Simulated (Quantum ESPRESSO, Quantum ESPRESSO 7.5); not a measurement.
# Work function and surface energy of Nb(110) against thickness

How thick must a slab of Nb(110) be?

Calculated with Quantum ESPRESSO 7.5; plane-wave DFT, PBE, GBRV ultrasoft pseudopotentials.

The experiments to compare with:

“Anisotropic work function of elemental crystals” (2019, arxiv:1902.07811) quotes from earlier work for Nb (clean (110) face): work function (clean (110) face) 4.63 eV.

This is a report of a sequence of runs, with most program output left out.

**1. The structure**

The cell holds 8 atoms: 8 Nb. Cell: a = 2.858 Å, b = 2.858 Å, c = 31.334 Å, α = 90.0°, β = 90.0°, γ = 70.5°. It derives from Nb. Vacuum lies along c.

As a file:

```cif
data_structure
_symmetry_space_group_name_H-M 'P 1'
_symmetry_Int_Tables_number 1
_cell_length_a 2.8579
_cell_length_b 2.8579
_cell_length_c 31.3342
_cell_angle_alpha 90.000
_cell_angle_beta 90.000
_cell_angle_gamma 70.529
_cell_volume 241.29
loop_
_atom_site_label
_atom_site_type_symbol
_atom_site_fract_x
_atom_site_fract_y
_atom_site_fract_z
_atom_site_occupancy
Nb1 Nb 0.00000 0.00000 0.23936 1
Nb2 Nb 0.50000 0.50000 0.31383 1
Nb3 Nb 0.00000 0.00000 0.38830 1
Nb4 Nb 0.50000 0.50000 0.46277 1
Nb5 Nb 0.00000 0.00000 0.53723 1
Nb6 Nb 0.50000 0.50000 0.61170 1
Nb7 Nb 0.00000 0.00000 0.68617 1
Nb8 Nb 0.50000 0.50000 0.76064 1
```

**2. Running the series**

ASE writes the inputs, starts pw.x and reads the results. Under ESM bc1 the zero of energy of a symmetric slab is the vacuum, so the work function is minus the Fermi level.

Contents of run.py:

```python
import json
import numpy as np
from ase.build import bcc110
from ase.calculators.espresso import Espresso, EspressoProfile

profile = EspressoProfile(command='mpirun -n 4 pw.x -nk 4', pseudo_dir='../pseudo')
pseudopotentials = {'Nb': 'nb_pbe_v1.uspp.F.UPF'}
system = {'ecutwfc': 40, 'ecutrho': 200, 'occupations': 'smearing', 'smearing': 'mv', 'degauss': 0.02}


def calculator(name, kpts, **extra):
    data = dict(control=dict(tprnfor=True, verbosity='high', disk_io='none'),
                system=system | extra,
                electrons=dict(conv_thr=1e-07, mixing_beta=0.4, mixing_mode='local-TF',
                               electron_maxstep=100))
    return Espresso(profile=profile, directory=name, pseudopotentials=pseudopotentials, kpts=kpts, input_data=data)


def centre(atoms):
    z = atoms.positions[:, 2]
    atoms.positions[:, 2] -= (z.max() + z.min()) / 2  # ESM wants the slab about z = 0
    return atoms


rows = []
for n in [3, 4, 5, 6, 7, 8]:
    slab = centre(bcc110('Nb', size=(1, 1, n), a=3.3, vacuum=7.5, periodic=True))
    slab.set_initial_magnetic_moments([0.0] * n)
    slab.calc = calculator(f'n{n}', (12, 12, 1), assume_isolated='esm', esm_bc='bc1')
    energy = slab.get_potential_energy()
    work = -slab.calc.get_fermi_level()
    force = slab.get_forces()[-1, 2]
    rows.append([n, energy, work, force])
    print(f'{n} layers: E = {energy:.5f} eV, work function {work:.3f} eV, force on the top atom {force:+.3f} eV/A')

n, energy = np.array(rows)[:, :2].T
slope, offset = np.polyfit(n[1:], energy[1:], 1)
area = np.linalg.norm(np.cross(*slab.cell[:2]))
gamma = offset / (2 * area) * 16.0218
print(f'bulk energy from the slope {slope:.5f} eV an atom; unrelaxed surface energy {gamma:.3f} J/m^2')
json.dump(dict(rows=rows, slope=slope, gamma=gamma), open('result.json', 'w'))
```

Launch:

```bash
OMP_NUM_THREADS=1 python run.py
```

It took 15 min on 4 MPI ranks of Intel Xeon Platinum 8375C at 2.90GHz (Ice Lake), shared host; peak memory 1.1 GiB.

Read from the output:

```
surface energy                     : 2.119 J/m²
work function of the thickest slab : 4.607 eV
```

Table of work function by layers:

```
layers  work function (eV)
  3.00                4.61
  4.00                4.60
  5.00                4.62
  6.00                4.60
  7.00                4.60
  8.00                4.61
```

The force on the top atom along the normal by layers:

```
layers  force on the top atom along the normal (eV/Å)
  3.00                                         -0.291
  4.00                                         -0.336
  5.00                                         -0.342
  6.00                                         -0.327
  7.00                                         -0.340
  8.00                                         -0.337
```

Table of energy less the bulk line's slope by layers:

```
layers  energy less the bulk line's slope (meV)
  3.00                                     2038
  4.00                                     2029
  5.00                                     2043
  6.00                                     2042
  7.00                                     2035
  8.00                                     2033
```

**3. Running the series: RPBE, GBRV ultrasoft**

Level of this step: plane-wave DFT, RPBE, GBRV ultrasoft pseudopotentials made under PBE (Quantum ESPRESSO 7.5). input_dft overrides the functional of the files.

run.py is the input of step 2 with these lines changed:

```diff
@@ -7,3 +7,3 @@
 pseudopotentials = {'Nb': 'nb_pbe_v1.uspp.F.UPF'}
-system = {'ecutwfc': 40, 'ecutrho': 200, 'occupations': 'smearing', 'smearing': 'mv', 'degauss': 0.02}
+system = {'ecutwfc': 40, 'ecutrho': 200, 'input_dft': 'rpbe', 'occupations': 'smearing', 'smearing': 'mv', 'degauss': 0.02}
```

Launch:

```bash
OMP_NUM_THREADS=1 python run.py
```

Run time: 16 min. Hardware: 4 MPI ranks; peak memory 1.1 GiB; 64 min of CPU time.

This step gave:

```
surface energy                     : 1.943 J/m²
work function of the thickest slab : 4.487 eV
```

Work function against layers:

```
layers  work function (eV)
  3.00                4.49
  4.00                4.48
  5.00                4.51
  6.00                4.49
  7.00                4.49
  8.00                4.49
```

Force on the top atom along the normal against layers:

```
layers  force on the top atom along the normal (eV/Å)
  3.00                                         -0.158
  4.00                                         -0.202
  5.00                                         -0.197
  6.00                                         -0.191
  7.00                                         -0.205
  8.00                                         -0.196
```

Energy less the bulk line's slope against layers:

```
layers  energy less the bulk line's slope (meV)
  3.00                                     1869
  4.00                                     1860
  5.00                                     1874
  6.00                                     1873
  7.00                                     1866
  8.00                                     1864
```

**4. By hand**

γ = (E_N − N e_bulk)/(2A). The excess of the thickest slab is 2.033 eV and A = 7.700 Å²: 2.033/(2 × 7.700) × 16.02 = 2.12 J/m² (1 eV/Å² = 16.02 J/m²); the fit's intercept gives 2.12.

**5. Outcome**

| Item | Value |
| --- | --- |
| work function of the thickest slab, PBE, GBRV ultrasoft | 4.61 eV |
| unrelaxed surface energy, PBE, GBRV ultrasoft | 2.12 J/m² |
| work function of the thickest slab, RPBE, GBRV ultrasoft (made under PBE) | 4.49 eV |
| unrelaxed surface energy, RPBE, GBRV ultrasoft (made under PBE) | 1.94 J/m² |

What this shows: The thickest slab gives a work function of 4.61 eV and the series an unrelaxed surface energy of 2.12 J/m² (PBE, GBRV ultrasoft). The work function swings by 0.02 eV over 3 to 8 layers and by 0.00 eV over the last step; confined states crossing the Fermi level and the finite mesh both contribute. From 3 layers on it stays within 0.1 eV. The force on the top atom of the thickest slab points inwards (0.34 eV/Å). The slabs are cut from the bulk at the tabulated lattice constant and not relaxed; the surface energy comes from a straight line through the energies of all but the thinnest slab.

Comparison with the measured values:

```
                             quantity  measured        PBE, GBRV  RPBE, GBRV (made under PBE)
work function (clean (110) face) (eV)      4.63  4.61 (-0.02 eV)              4.49 (-0.14 eV)
```

Measured values from arxiv:1902.07811 (2019).

**Verdict.** The grades are ours: good and fair within 3 and 7 % for the work function. Other measurements of the same face can differ from the value quoted by 0.1 to 0.2 eV.

[Logs are printed without paths, hosts, clocks, repeated set-up lines and the standing remarks that a program may print on its own settings, such as how far it seeks lower states.]

[Hosts, paths, dates, database ids (printed as entryN), source tags and the programs' standing remarks are cut or masked in the printed files.]

[Maps of the electrostatic potential energy from Ansatz leave out the sawtooth potential of an applied field or a dipole correction, so their vacuum need not be flat; planar profiles and work functions include it.]
